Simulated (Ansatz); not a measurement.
The crystal is WSe2 (P6_3/mmc).

The database entry behind the starting cell differs from later determinations by our own check (a about 0.2 % long), so it need not match the best structure at ambient conditions.

```xyz
6
Lattice="3.2900 0.0000 0.0000 -1.6450 2.8492 0.0000 0.0000 0.0000 12.9700" Properties=species:S:1:pos:R:3 pbc="T T T"
W     0.0000    1.8995    3.2425
W     1.6450    0.9497    9.7275
Se    0.0000    1.8995    8.0544
Se    1.6450    0.9497    1.5694
Se    0.0000    1.8995   11.4006
Se    1.6450    0.9497    4.9156
```

The cell and positions come from the Crystallography Open Database and are kept as given unless a step says otherwise. Spin-orbit coupling is left out unless a run names it. PAW set soft_2, made with PBE.

Gaps computed with Ansatz 0.2.0 without a self-energy: LDA 0.92 eV, PBEsol 0.94 eV, PBE 0.97 eV, HSE06 1.45 eV and PBE0 2.09 eV. The mean ε∞ by PBE perturbation theory is 12.62.

Q: What gap should G0W0 on PBE give (6×6×2 mesh, 780 empty bands, screening to 200 eV, default PAW files)?

About 1.30 eV: on its mesh the run moves the gap from 0.98 eV by +0.32 eV. Among the scalar-relativistic levels given, HSE06 is nearest (+0.15 eV). One-shot corrections scale roughly with one over ε∞, here 0.08. Bands and cutoff are finite, so the gap is not at the basis limit. The miss can reach some tenths of an eV and take either sign; the mesh is an error of its own. The 6×6×2 mesh is coarse for this cell (its supercell is 20 Å along the shortest edge). The RPA ε∞ on it, from the PBE start, is 7.12 and 15.25; such meshes misread the long-range screening, most where the gap is narrow. The many-body steps are scalar-relativistic: spin-orbit coupling is not in them.

[Paths, hosts, dates, memory and timing lines, banners, echoed tables and standing remarks are left out of the program output.]

[Logs are printed without paths, hosts, clocks, repeated set-up lines and the standing remarks that a program may print on its own settings, such as how far it seeks lower states.]

[Runs of the session that timed out or met a known fault of the program may be left out.]

[Cells called generated may have been cut or substituted from an entry of the Crystallography Open Database or the Materials Project.]

[Hosts, paths, dates, database ids (printed as entryN), source tags and the programs' standing remarks are cut or masked in the printed files.]
